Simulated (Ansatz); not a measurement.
# How many bands does the GW gap of Na3WO4Cl (P4/nmm) need?

Wanted: a G0W0 gap for Na3WO4Cl (P4/nmm) that is converged in bands and cutoff, or an estimate of the limit.

Calculated with Ansatz 0.2.0; G0W0 on PBE, plane waves, PAW; PAW set soft_1.

Most raw output is cut from this account.

### 1. Starting point

The structure is tetragonal, space group P4/nmm (No. 129). The conventional cell has a = 7.518 Å, b = 7.518 Å, c = 5.360 Å, α = 90.00°, β = 90.00°, γ = 90.00°. Nearest to Na lie 4 O at 2.35 Å and 2 Cl at 2.59 to 2.77 Å. Nearest to Na lie 4 O at 2.51 Å and 2 Cl at 2.79 Å. Nearest to W lie 4 O at 1.79 Å. Nearest to Cl lie 6 Na at 2.59 to 2.79 Å. O has 1 W at 1.79 Å and 3 Na at 2.35 to 2.51 Å nearest. Farther neighbours and most contacts between anions are not listed.

Geometry: measured cell, ions relaxed with PBE. The runs that relaxed it are not among those shown. Spin-orbit coupling is left out unless a step names it.

### 2. 167 empty bands, screening to 39 eV

G0W0 replaces the xc potential by the self-energy, built once from these orbitals. Only a window of levels is corrected, while the sums run over the empty bands that the input names. This step takes PAW set soft_1 files.

Contents of input.yaml:

```yaml
crystal:
  lattice:
    - [7.5181, 0.0, 0.0]
    - [0.0, 7.5181, 0.0]
    - [0.0, 0.0, 5.36]
  atoms:
    - { symbol: Na, position: [0.5, 0.0, 0.3583961323] }
    - { symbol: Na, position: [0.0, 0.5, 0.6416038677] }
    - { symbol: Na, position: [0.75, 0.25, 0.0] }
    - { symbol: Na, position: [0.25, 0.25, 0.0] }
    - { symbol: Na, position: [0.25, 0.75, 0.0] }
    - { symbol: Na, position: [0.75, 0.75, 0.0] }
    - { symbol: W, position: [0.0, 0.0, 0.5] }
    - { symbol: W, position: [0.5, 0.5, 0.5] }
    - { symbol: Cl, position: [0.5, 0.0, 0.842004016] }
    - { symbol: Cl, position: [0.0, 0.5, 0.157995984] }
    - { symbol: O, position: [0.8093847799, 0.0, 0.2988767308] }
    - { symbol: O, position: [0.5, 0.3093847799, 0.2988767308] }
    - { symbol: O, position: [0.1906152201, 0.0, 0.2988767308] }
    - { symbol: O, position: [0.5, 0.6906152201, 0.2988767308] }
    - { symbol: O, position: [0.3093847799, 0.5, 0.7011232692] }
    - { symbol: O, position: [0.0, 0.1906152201, 0.7011232692] }
    - { symbol: O, position: [0.6906152201, 0.5, 0.7011232692] }
    - { symbol: O, position: [0.0, 0.8093847799, 0.7011232692] }
kpoints:
  mp_grid: { grid: [2, 2, 4] }
hamiltonian:
  xc: pbe
  pseudopotentials: { kind: paw, azcp: { folder: soft_1 } }
scf:
  occupations: { method: fixed }
gw:
  n_empty_bands: 167
  ecut_chi: 39
  qp_bands: [v4, c4]
  qp_kpoints: band_edges
  screening: { model: contour_deformation }
```

The run is started by

```console
> ansatz run input.yaml --threads 2 --pin off --max-ram 92160MiB --backend cuda --events-out ev --progress --plain --runs-dir out --devices 1 --max-vram 13GiB
```

Run time: 40 s. Hardware: 1 × NVIDIA H100 80GB HBM3 (shared by 6 runs) with 2 threads of AMD EPYC 7R13 (Zen 3), shared host; peak memory 1.4 GiB.

Numbers from this step:

```yaml
bands_summed: 239
rpa_eps_infinity_on_this_mesh_eigenvalues: 2.462, 2.462, 2.465
plane_waves_in_the_screening_matrix: 161
q_points_in_the_mesh: 16
g0w0_gap_on_the_mesh: 6.848 eV
k_of_the_valence_top: -0.5, -0.5, -0.5
k_of_the_conduction_bottom: 0, 0, 0
starting_gap_on_the_mesh: 4.665 eV
z_at_the_valence_top: 0.7736
z_at_the_conduction_bottom: 0.8537
least_direct_g0w0_gap_on_the_computed_points: 6.852 eV
```

The gap on the mesh goes from 4.67 eV to 6.85 eV, a correction of +2.18 eV. Between the two edge states, bare exchange in place of the xc potential would open the gap by 9.56 eV, and correlation takes back 7.38 eV.

### 3. 473 empty bands, screening to 78 eV

Bands and screening cutoff are moved together, since each hides the error of the other.

input.yaml, as its differences from that of step 2:

```diff
@@ -32,4 +32,4 @@
 gw:
-  n_empty_bands: 167
-  ecut_chi: 39
+  n_empty_bands: 473
+  ecut_chi: 78
   qp_bands: [v4, c4]
```

The job ended after 92 s (1 × NVIDIA H100 80GB HBM3 (shared by 6 runs) with 2 threads; peak memory 2 GiB; 2.3 min of CPU time).

Numbers from this step:

| Item | Value |
| --- | --- |
| bands summed | 545 |
| RPA ε∞ on this mesh (eigenvalues) | 2.472, 2.472, 2.474 |
| plane waves in the screening matrix | 487 |
| q-points in the mesh | 16 |
| G0W0 gap on the mesh | 6.729 eV |
| k of the valence top | -0.5, -0.5, -0.5 |
| k of the conduction bottom | 0, 0, 0 |
| starting gap on the mesh | 4.665 eV |
| Z at the valence top | 0.7633 |
| Z at the conduction bottom | 0.8502 |
| least direct G0W0 gap on the computed points | 6.742 eV |

Against the run with 2×2×4 mesh, 167 empty bands, screening to 39 eV, PAW set soft_1 files, the gap moves by −0.12 eV.

### 4. 1019 empty bands, screening to 130 eV

input.yaml, as its differences from that of step 3:

```diff
@@ -32,4 +32,4 @@
 gw:
-  n_empty_bands: 473
-  ecut_chi: 78
+  n_empty_bands: 1019
+  ecut_chi: 130.0
   qp_bands: [v4, c4]
```

Run time: 4.6 min. Hardware: 1 × NVIDIA H100 80GB HBM3 (shared by 6 runs) with 2 threads; peak memory 3.4 GiB.

This step gave:

```yaml
bands_summed: 1091
rpa_eps_infinity_on_this_mesh_eigenvalues: 2.467, 2.467, 2.471
plane_waves_in_the_screening_matrix: 1001
g0w0_gap_on_the_mesh: 6.834 eV
k_of_the_valence_top: -0.5, -0.5, -0.5
k_of_the_conduction_bottom: 0, 0, 0
starting_gap_on_the_mesh: 4.665 eV
least_direct_g0w0_gap_on_the_computed_points: 6.847 eV
```

Against the run with 2×2×4 mesh, 473 empty bands, screening to 78 eV, PAW set soft_1 files, the gap moves by +0.10 eV.

### 5. Changing the k mesh: 2×2×2 mesh, 473 empty bands, screening to 78 eV, PAW set soft_1 files

A second mesh at equal bands and cutoff isolates the sampling error. Bands and cutoff differ from the step before, so it is read against an earlier run that matches them.

input.yaml, as its differences from that of step 4:

```diff
@@ -25,3 +25,3 @@
 kpoints:
-  mp_grid: { grid: [2, 2, 4] }
+  mp_grid: { grid: [2, 2, 2] }
 hamiltonian:
@@ -32,4 +32,4 @@
 gw:
-  n_empty_bands: 1019
-  ecut_chi: 130.0
+  n_empty_bands: 473
+  ecut_chi: 78
   qp_bands: [v4, c4]
```

The job ended after 48 s (1 × NVIDIA H100 80GB HBM3 (shared by 6 runs) with 2 threads; peak memory 1.7 GiB; 75 s of CPU time).

Numbers from this step:

* bands summed: 545
* RPA ε∞ on this mesh (eigenvalues): 2.471, 2.471, 2.486
* plane waves in the screening matrix: 487
* G0W0 gap on the mesh: 6.738 eV
* k of the valence top: -0.5, -0.5, -0.5
* k of the conduction bottom: 0, 0, 0
* starting gap on the mesh: 4.665 eV
* least direct G0W0 gap on the computed points: 6.749 eV

Against the run with 2×2×4 mesh, 473 empty bands, screening to 78 eV, PAW set soft_1 files, the gap moves by +0.009 eV.

### 6. Changing the frequency model: 2×2×4 mesh, 1019 empty bands, screening to 130 eV, plasmon pole, PAW set soft_1 files

A plasmon pole stands in for the full frequency dependence of the screening; this run shows what that costs in accuracy. Bands and cutoff differ from the step before, so it is read against an earlier run that matches them.

input.yaml, as its differences from that of step 5:

```diff
@@ -25,3 +25,3 @@
 kpoints:
-  mp_grid: { grid: [2, 2, 2] }
+  mp_grid: { grid: [2, 2, 4] }
 hamiltonian:
@@ -32,6 +32,6 @@
 gw:
-  n_empty_bands: 473
-  ecut_chi: 78
+  n_empty_bands: 1019
+  ecut_chi: 130.0
   qp_bands: [v4, c4]
   qp_kpoints: band_edges
-  screening: { model: contour_deformation }
+  screening: { model: godby_needs }
```

Run time: 1.8 min. Hardware: 1 × NVIDIA H100 80GB HBM3 (shared by 6 runs) with 2 threads; peak memory 5 GiB; 2.9 min of CPU time.

Numbers from this step:

```
bands summed                                 : 1091
plasmon-pole fit frequency                   : 25.60 eV
RPA ε∞ on this mesh (eigenvalues)            : 2.467, 2.467, 2.471
plane waves in the screening matrix          : 1001
G0W0 gap on the mesh                         : 6.826 eV
k of the valence top                         : -0.5, -0.5, -0.5
k of the conduction bottom                   : 0, 0, 0
starting gap on the mesh                     : 4.665 eV
least direct G0W0 gap on the computed points : 6.835 eV
```

Against the run with 2×2×4 mesh, 1019 empty bands, screening to 130 eV, PAW set soft_1 files, the gap moves by −0.008 eV.

### 7. Changing the files and raising the bands: 2×2×4 mesh, 1511 empty bands, screening to 169 eV, hard PAW files

Other atomic data (hard PAW) test the pseudisation: the cutoff goes from 420 to 930 eV and the valence electrons from 144 to 172, which opens shells that were frozen. Bands and screening cutoff change too, so the step is no clean test of the files.

This step: G0W0 on PBE, plane waves, PAW.

input.yaml, as its differences from that of step 6:

```diff
@@ -28,3 +28,3 @@
   xc: pbe
-  pseudopotentials: { kind: paw, azcp: { folder: soft_1 } }
+  pseudopotentials: { kind: paw, source: ansatz }
 scf:
@@ -32,6 +32,6 @@
 gw:
-  n_empty_bands: 1019
-  ecut_chi: 130.0
+  n_empty_bands: 1511
+  ecut_chi: 169.0
   qp_bands: [v4, c4]
   qp_kpoints: band_edges
-  screening: { model: godby_needs }
+  screening: { model: contour_deformation }
```

Run time: 3.4 min. Hardware: 1 × NVIDIA H100 80GB HBM3 (shared by 6 runs) with 2 threads; peak memory 9.6 GiB.

Numbers from this step:

```yaml
bands_summed: 1597
rpa_eps_infinity_on_this_mesh_eigenvalues: 2.470, 2.470, 2.474
plane_waves_in_the_screening_matrix: 1515
g0w0_gap_on_the_mesh: 6.919 eV
k_of_the_valence_top: -0.5, -0.5, -0.5
k_of_the_conduction_bottom: 0, 0, 0
starting_gap_on_the_mesh: 4.665 eV
least_direct_g0w0_gap_on_the_computed_points: 6.933 eV
```

Against the run with 2×2×4 mesh, 1019 empty bands, screening to 130 eV, PAW set soft_1 files, the gap moves by +0.09 eV.

### 8. The runs together

Times are wall times on 1 × NVIDIA H100 80GB HBM3 (shared by 6 runs) with 2 threads of AMD EPYC 7R13 (Zen 3), shared host, good to a factor of about two.

| mesh | files | frequency | bands summed | cutoff (eV) | start (eV) | G0W0 (eV) | time | host memory (GiB) |
| --- | --- | --- | --- | --- | --- | --- | --- | --- |
| 2×2×4 | PAW set soft_1 | contour deformation | 239 | 39 | 4.665 | 6.848 | 40 s | 1.4 |
| 2×2×4 | PAW set soft_1 | contour deformation | 545 | 78 | 4.665 | 6.729 | 92 s | 2.0 |
| 2×2×4 | PAW set soft_1 | contour deformation | 1091 | 130 | 4.665 | 6.834 | 4.6 min | 3.4 |
| 2×2×2 | PAW set soft_1 | contour deformation | 545 | 78 | 4.665 | 6.738 | 48 s | 1.7 |
| 2×2×4 | PAW set soft_1 | plasmon pole | 1091 | 130 | 4.665 | 6.826 | 1.8 min | 5.0 |
| 2×2×4 | hard PAW | contour deformation | 1597 | 169 | 4.665 | 6.919 | 3.4 min | 9.6 |

The parts of the quasiparticle energy at the two band edges (eV; QP = start + Σx + Σc − Vxc):

| run | edge | start | Σx | Σc | Vxc | Z | QP |
| --- | --- | --- | --- | --- | --- | --- | --- |
| 239 bands | valence top | 2.48 | -25.40 | 4.35 | -20.12 | 0.77 | 1.55 |
| 239 bands | conduction bottom | 7.15 | -7.52 | -3.03 | -11.80 | 0.85 | 8.39 |
| 545 bands | valence top | 2.48 | -25.40 | 4.28 | -20.12 | 0.76 | 1.47 |
| 545 bands | conduction bottom | 7.15 | -7.52 | -3.22 | -11.80 | 0.85 | 8.20 |
| 1091 bands | valence top | 2.48 | -25.40 | 4.08 | -20.12 | 0.76 | 1.27 |
| 1091 bands | conduction bottom | 7.15 | -7.52 | -3.32 | -11.80 | 0.85 | 8.11 |

### 9. Summary of results

| Item | Value |
| --- | --- |
| 239 bands, 39 eV | 6.848 eV |
| 545 bands, 78 eV | 6.729 eV |
| 1091 bands, 130 eV | 6.834 eV |
| mesh and start | 2×2×4, PBE |

What this shows: From 239 to 1091 bands the gap moves by −0.01 eV while the time grows 6.9-fold. Σc changes by −0.27 eV at the valence top and −0.29 eV at the conduction bottom, so the levels themselves move more than the gap between them. The gap turns back along the series, so no limit is drawn from it. On the 2×2×2 mesh in place of 2×2×4 the gap differs by +0.01 eV, of which −0.0003 eV is already in the start. The plasmon-pole model gives −0.01 eV against contour deformation, 0 % of the correction. With hard PAW files and 1597 bands the gap is 6.92 eV. The 2×2×4 mesh is coarse for this cell (its supercell is 15 Å along the shortest edge). The RPA ε∞ on it, from the PBE start, is 2.47; such meshes misread the long-range screening, most where the gap is narrow. The many-body steps are scalar-relativistic: spin-orbit coupling is not in them.

[Paths, hosts, dates, memory and timing lines, banners, echoed tables and standing remarks are left out of the program output.]

[Logs are printed without paths, hosts, clocks, repeated set-up lines and the standing remarks that a program may print on its own settings, such as how far it seeks lower states.]

[Runs of the session that timed out or met a known fault of the program may be left out.]

[Cells called generated may have been cut or substituted from an entry of the Crystallography Open Database or the Materials Project.]

[Hosts, paths, dates, database ids (printed as entryN), source tags and the programs' standing remarks are cut or masked in the printed files.]
